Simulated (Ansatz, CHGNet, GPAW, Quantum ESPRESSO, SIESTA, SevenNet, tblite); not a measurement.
# Amorphous Si0.9Ge0.1 (71 atoms) in Quantum ESPRESSO

Wanted: Quantum ESPRESSO inputs and outputs for amorphous Si0.9Ge0.1 (71 atoms), checked against a plane-wave reference.

Method: the method is named at each step, in Quantum ESPRESSO 7.5.

## (1) Starting point

The cell holds 71 atoms: 64 Si and 7 Ge. Its edges and angles: a = 11.462 Å, b = 11.462 Å, c = 11.462 Å, α = 90.0°, β = 90.0°, γ = 90.0°. 71 atoms (64 Si, 7 Ge) placed at random at 2.54 g/cm³, melted at 3500 K for 10 ps at fixed volume with the Tersoff potential (Tersoff, Phys. Rev. B 39, 5566 (1989)). Quenched from 3500 K to 300 K at 100 K/ps and fixed volume, held 5 ps. Then every atom was moved at random, 0.02 Å r.m.s. a Cartesian component.

The yardstick, on the same geometry:

- method: Kohn-Sham DFT, PBE, PAW, plane waves (Ansatz 0.2.0); cutoff 420 eV, Γ point, fermi-dirac smearing of 0.05 eV; PAW set soft_2
- r.m.s. force component: 0.5001 eV/Å
- longest force: 2.096 eV/Å
- pressure: -1.412 GPa
- SCF cycles: 9
- time: 12 s on 4 threads of Arm Neoverse V2, shared host
- CPU time: 46 s

## (2) PBE, sssp-1.3.0-efficiency, 45/360 Ry

Method: Kohn-Sham DFT, PBE, SSSP efficiency 1.3.0 pseudopotentials, plane waves.

pw.in

```
&control
  calculation = 'scf'
  pseudo_dir = './pseudo'
  outdir = './tmp'
  disk_io = 'none'
  tprnfor = .true.
  tstress = .true.
/
&system
  ibrav = 0
  nat = 71
  ntyp = 2
  ecutwfc = 45
  ecutrho = 360
  nosym = .true.
  occupations = 'smearing'
  smearing = 'fd'
  degauss = 0.003675
/
&electrons
  conv_thr = 3.5e-07
  electron_maxstep = 100
  mixing_beta = 0.2
  mixing_mode = 'local-TF'
  diagonalization = 'david'
/
ATOMIC_SPECIES
Si 28.085 Si.upf
Ge 72.630 Ge.upf
CELL_PARAMETERS angstrom
11.46160 0.00000 0.00000
0.00000 11.46160 0.00000
0.00000 0.00000 11.46160
ATOMIC_POSITIONS crystal
Si 0.02305 0.66525 0.88182
Si 0.48761 0.76076 0.51056
Si 0.06803 0.33638 0.22324
Si 0.60002 0.56175 0.91724
Si 0.74563 0.54595 0.51947
Si 0.50062 0.79222 0.11767
Si 0.58659 0.97220 0.04087
Si 0.32446 0.62140 0.48545
Si 0.26646 0.47863 0.00010
Si 0.48879 0.50952 0.26422
Si 0.90162 0.92224 0.64703
Si 0.25067 0.24009 0.24284
Si 0.19705 0.09667 0.09004
Si 0.05023 0.13337 0.43499
Si 0.69266 0.24115 0.93236
Si 0.81383 0.83432 0.16959
Si 0.43224 0.21281 0.50445
Si 0.57610 0.44415 0.44158
Si 0.12951 0.94088 0.41804
Si 0.50911 0.25571 0.01953
Si 0.95172 0.12480 0.62211
Si 0.11754 0.93723 0.82011
Si 0.04706 0.20575 0.98221
Si 0.85527 0.16371 0.04194
Si 0.29162 0.60396 0.28342
Si 0.33656 0.35802 0.74297
Si 0.79658 0.95947 0.00509
Si 0.61173 0.60572 0.12888
Si 0.90666 0.62131 0.38361
Si 0.32064 0.93025 0.31818
Si 0.40044 0.11784 0.30754
Si 0.09340 0.51862 0.33197
Si 0.40418 0.42367 0.54819
Si 0.50890 0.84629 0.32903
Si 0.07708 0.40825 0.03035
Si 0.47041 0.09348 0.67502
Si 0.75827 0.43832 0.90252
Si 0.91481 0.53385 0.00625
Si 0.08888 0.15352 0.78477
Si 0.75828 0.94930 0.79776
Si 0.80374 0.43815 0.69616
Si 0.72092 0.13954 0.32487
Si 0.43955 0.42326 0.90043
Si 0.03534 0.61749 0.56207
Si 0.56091 0.12422 0.18985
Si 0.17288 0.45406 0.52170
Si 0.45843 0.74019 0.91049
Si 0.38081 0.06922 0.97532
Si 0.05604 0.78821 0.69294
Si 0.66853 0.71443 0.59111
Si 0.28916 0.77991 0.16963
Si 0.81605 0.61471 0.17721
Si 0.22586 0.25634 0.46162
Si 0.11396 0.90343 0.15452
Si 0.13054 0.36135 0.73119
Si 0.67101 0.11907 0.74739
[... 11 atom lines left out ...]
Ge 0.30842 0.88199 0.86051
Ge 0.91469 0.18545 0.25869
Ge 0.38141 0.36883 0.15089
Ge 0.71080 0.92446 0.34072
K_POINTS gamma
```

Launch:

```sh
OMP_NUM_THREADS=1 mpirun -np 4 pw.x -in pw.in > output.txt
```

Log:

```text
Program PWSCF
     gamma-point specific algorithms are used
     one sub-group per band group will be used
     scalapack distributed-memory algorithm (size of sub-group:  2*  2 procs)
     Parallelization info
     sticks:   dense  smooth     PW     G-vecs:    dense   smooth      PW
     Min        3362    1683    420               293090   103578   12964
     Max        3364    1686    422               293093   103580   12970
     Sum       13453    6737   1685              1172367   414317   51867
     bravais-lattice index     =            0
     lattice parameter (alat)  =      21.6593  a.u.
     unit-cell volume          =   10160.9039 (a.u.)^3
     number of atoms/cell      =           71
     number of atomic types    =            2
     number of electrons       =       354.00
     number of Kohn-Sham states=          212
     kinetic-energy cutoff     =      45.0000  Ry
     charge density cutoff     =     360.0000  Ry
     scf convergence threshold =      3.5E-07
     mixing beta               =       0.2000
     number of iterations used =            8  local-TF  mixing
     Exchange-correlation=  SLA  PW   PBX  PBC
                           (   1   4   3   4   0   0   0)
     crystal axes: (cart. coord. in units of alat)
               a(1) = (   1.000000   0.000000   0.000000 )
               a(2) = (   0.000000   1.000000   0.000000 )
               a(3) = (   0.000000   0.000000   1.000000 )
     reciprocal axes: (cart. coord. in units 2 pi/alat)
               b(1) = (  1.000000  0.000000  0.000000 )
               b(2) = (  0.000000  1.000000  0.000000 )
               b(3) = (  0.000000  0.000000  1.000000 )
     PseudoPot. # 1 for Si:
     Pseudo is Ultrasoft + core correction, Zval =  4.0
     PseudoPot. # 2 for Ge:
     Pseudo is Ultrasoft + core correction, Zval = 14.0
     atomic species   valence    mass     pseudopotential
     Si                4.00    28.08500     Si( 1.00)
     Ge               14.00    72.63000     Ge( 1.00)
     No symmetry found
   Cartesian axes
     number of k points=     1  Fermi-Dirac smearing, width (Ry)=  0.0037
                       cart. coord. in units 2pi/alat
        k(    1) = (   0.0000000   0.0000000   0.0000000), wk =   2.0000000
     Dense  grid:   586184 G-vectors     FFT dimensions: ( 135, 135, 135)
     Smooth grid:   207159 G-vectors     FFT dimensions: (  96,  96,  96)
     Initial potential from superposition of free atoms
     starting charge     353.9581, renormalised to     354.0000
     Starting wfcs are  319 randomized atomic wfcs
     Self-consistent Calculation
     iteration #  1     ecut=    45.00 Ry     beta= 0.20
     Threshold (ethr) on eigenvalues was too large:
     Diagonalizing with lowered threshold
     total energy              =   -2224.53506883 Ry
     estimated scf accuracy    <       1.68536764 Ry
     iteration #  2     ecut=    45.00 Ry     beta= 0.20
     total energy              =   -2224.13507025 Ry
     estimated scf accuracy    <       1.28377236 Ry
     iteration #  3     ecut=    45.00 Ry     beta= 0.20
     total energy              =   -2224.27365786 Ry
     estimated scf accuracy    <       0.05449099 Ry
     iteration #  4     ecut=    45.00 Ry     beta= 0.20
     total energy              =   -2224.28549245 Ry
     estimated scf accuracy    <       0.02803547 Ry
     iteration #  5     ecut=    45.00 Ry     beta= 0.20
     total energy              =   -2224.28506205 Ry
     estimated scf accuracy    <       0.01719247 Ry
     iteration #  6     ecut=    45.00 Ry     beta= 0.20
     total energy              =   -2224.28703418 Ry
     estimated scf accuracy    <       0.00215349 Ry
     iteration #  7     ecut=    45.00 Ry     beta= 0.20
     total energy              =   -2224.28734591 Ry
     estimated scf accuracy    <       0.00060836 Ry
     iteration #  8     ecut=    45.00 Ry     beta= 0.20
     total energy              =   -2224.28746267 Ry
     estimated scf accuracy    <       0.00012818 Ry
     iteration #  9     ecut=    45.00 Ry     beta= 0.20
     total energy              =   -2224.28745642 Ry
     estimated scf accuracy    <       0.00010892 Ry
     iteration # 10     ecut=    45.00 Ry     beta= 0.20
     total energy              =   -2224.28748054 Ry
     estimated scf accuracy    <       0.00002095 Ry
     iteration # 11     ecut=    45.00 Ry     beta= 0.20
     total energy              =   -2224.28748278 Ry
     estimated scf accuracy    <       0.00000460 Ry
     iteration # 12     ecut=    45.00 Ry     beta= 0.20
     total energy              =   -2224.28748366 Ry
     estimated scf accuracy    <       0.00000185 Ry
     iteration # 13     ecut=    45.00 Ry     beta= 0.20
     End of self-consistent calculation
          k = 0.0000 0.0000 0.0000 ( 25934 PWs)   bands (ev):
   -18.5514 -18.5459 -18.5332 -18.4967 -18.4815 -18.4277 -18.3976 -18.3837
   -18.3818 -18.3776 -18.3761 -18.3755 -18.3742 -18.3657 -18.3538 -18.3490
   -18.3489 -18.3486 -18.3400 -18.3289 -18.2850 -18.2794 -18.2666 -18.2378
   -18.2292 -18.1968 -18.1815 -18.1740 -18.1618 -18.1456 -17.9945 -17.9900
   -17.9789 -17.9705 -17.9641  -6.1190  -5.4130  -5.3044  -5.1573  -5.0914
    -4.9684  -4.9349  -4.4835  -4.4312  -4.3595  -4.3102  -4.2971  -4.2273
    -4.0795  -4.0258  -3.9172  -3.9079  -3.8243  -3.6765  -3.3813  -3.3035
    -3.1473  -3.0303  -2.9717  -2.9282  -2.8574  -2.6078  -2.4862  -2.4209
    -2.2212  -2.1810  -2.0370  -1.9585  -1.9180  -1.7264  -1.6997  -1.5876
    -1.5465  -1.3897  -1.3491  -1.2375  -1.2161  -1.1077  -1.0753  -0.9765
    -0.9300  -0.7996  -0.6446  -0.5817  -0.4566  -0.3547  -0.2530  -0.1997
    -0.1103   0.0734   0.1021   0.3440   0.3493   0.4314   0.5362   0.7555
[...]
5.4372   5.4600   5.5772   5.6638   5.8251   5.8599   5.9732   6.0622
     6.0944   6.1686   6.2535   6.3131   6.3842   6.4743   6.5339   6.6993
     6.7355   6.8139   6.8798   6.8991   6.9616   7.0841   7.1753   7.2086
     7.2686   7.3115   7.4314   7.4774   7.5108   7.5670   7.6148   7.7066
     7.7709   7.8081   7.8678   7.9773   8.0178   8.0908   8.1274   8.1367
     8.1917   8.3049   8.3134   8.3958
     the Fermi energy is     6.1405 ev
!    total energy              =   -2224.28748394 Ry
     estimated scf accuracy    <       0.00000030 Ry
     smearing contrib. (-TS)   =      -0.01769720 Ry
     internal energy E=F+TS    =   -2224.26978673 Ry
     The total energy is F=E-TS. E is the sum of the following terms:
     one-electron contribution =   -1320.96716452 Ry
     hartree contribution      =     859.32325828 Ry
     xc contribution           =    -798.90305302 Ry
     ewald contribution        =    -963.72282748 Ry
     convergence has been achieved in  13 iterations
     Forces acting on atoms (cartesian axes, Ry/au):
     atom    1 type  1   force =     0.00751125    0.01027631   -0.00862355
     atom    2 type  1   force =    -0.00407834   -0.01346281    0.01657521
     atom    3 type  1   force =    -0.01136573    0.03976665    0.01531580
     atom    4 type  1   force =    -0.02882963    0.01417438    0.02333480
     atom    5 type  1   force =    -0.00087552   -0.03535497    0.00314039
     atom    6 type  1   force =     0.00586615   -0.00389330    0.00642672
     atom    7 type  1   force =    -0.05248573    0.00180880    0.02530608
     atom    8 type  1   force =    -0.00520923    0.04992803    0.02661371
     atom    9 type  1   force =     0.01546703    0.00331211    0.02276900
     atom   10 type  1   force =    -0.02140570    0.00011974   -0.00828651
     atom   11 type  1   force =    -0.00251512   -0.00544444   -0.00665660
     atom   12 type  1   force =    -0.03704368    0.00191287    0.00512947
[...]
atom   67 type  2   force =     0.01584631   -0.01510298   -0.00335992
     atom   68 type  2   force =     0.02645083    0.02348741    0.01244901
     atom   69 type  2   force =     0.00970518    0.00010537   -0.00496544
     atom   70 type  2   force =     0.00626886    0.01831114   -0.01072686
     atom   71 type  2   force =    -0.00050402   -0.01070662   -0.01546817
     Total force =     0.284403     Total SCF correction =     0.001035
     Computing stress (Cartesian axis) and pressure
          total   stress  (Ry/bohr**3)                   (kbar)     P=      -14.70
  -0.00012707   0.00000392  -0.00003679          -18.69        0.58       -5.41
   0.00000392  -0.00011788   0.00000078            0.58      -17.34        0.11
  -0.00003679   0.00000078  -0.00005482           -5.41        0.11       -8.06
     Message from routine punch:
     Nothing written, as per user request (disk_io='none')
```

It took 2.1 min on 4 MPI ranks of Arm Neoverse V2, shared host; peak memory 4.2 GiB.

Banners, paths, timers and routine set-up lines are dropped from the logs unmarked, and long logs keep their key lines alone; longer cuts are marked.

Against the reference:

- r.m.s. force component: 0.501 eV/Å
- r.m.s. difference of force components: 1.685 meV/Å
- longest difference of force vectors: 9.809 meV/Å
- force difference over r.m.s. force: 0.3368 %
- slope of forces against the reference's: 1.002
- correlation of force components: 1
- pressure: -1.47 GPa
- pressure difference: -0.0578 GPa

Length of the force difference by element (eV/Å):

```csv
element,atoms,mean,most
Ge,7,0.0048,0.0098
Si,64,0.0023,0.005
```

A closer look about Si49, picked at random: 11 atoms, nearest first, numbered in the order of the input, with positions taken from that point.

```csv
atom,x,y,z,distance (Å),bonds,Fx,Fy,Fz (eV/Å)
Si49,0.00,0.00,0.00,0.00,5,0.17,0.26,0.03
Si22,0.70,1.71,1.46,2.35,4,-0.68,0.74,0.07
Si11,-1.77,1.54,-0.53,2.40,4,-0.06,-0.14,-0.17
Si57,1.92,0.19,-1.48,2.43,4,-1.01,0.20,-0.68
Si44,-0.24,-1.96,-1.50,2.48,4,0.21,0.27,0.15
Si1,-0.38,-1.41,2.16,2.61,5,0.19,0.26,-0.22
Si61,-0.73,-3.22,0.44,3.33,4,0.19,0.57,0.44
Ge67,-0.71,0.93,3.28,3.48,4,0.41,-0.39,-0.09
Si62,-2.64,0.29,-2.40,3.58,5,-0.36,0.33,0.27
Ge68,2.89,1.07,1.92,3.63,4,0.68,0.60,0.32
Si19,0.84,1.75,-3.15,3.70,4,0.69,-0.62,0.00
```

Forces lie 0.34 % from the reference's, at 11 times its CPU time.

## (3) What came out

| Property | Result |
| --- | --- |
| force difference from the reference | QE PBE, sssp-1.3.0-efficiency, 45/360 Ry, 0.34 % |
| its CPU time | 8.4 min |

**Reading.** PBE on plane waves or a grid with other potentials, cutoffs or grids differs from the reference by 0.34 % (QE PBE, sssp-1.3.0-efficiency, 45/360 Ry) of the r.m.s. force; this holds the reference's own error, so differences of a few per cent don't tell which side is nearer the exact PBE result (QE's 45 Ry are 612 eV, against the reference's 420 eV). The quench rate of 100 K/ps is many orders above laboratory rates, so the cell is likely richer in defects and strain than a real sample. The network of bonds at the start is that of the classical potential that made the cell, and needn't be the one that DFT or experiment would give. The electronic-structure runs sample only Γ, in a cell whose shortest periodic width is 11 Å, which is coarse for a cell with partly filled levels.

[Also dropped from logs without a mark: logging warnings of Python, and SIESTA's first energy breakdown and zero terms.]

[Logs are printed without paths, hosts, clocks, repeated set-up lines and the standing remarks that a program may print on its own settings, such as how far it seeks lower states.]

[Hosts, paths, dates, database ids (printed as entryN), source tags and the programs' standing remarks are cut or masked in the printed files.]
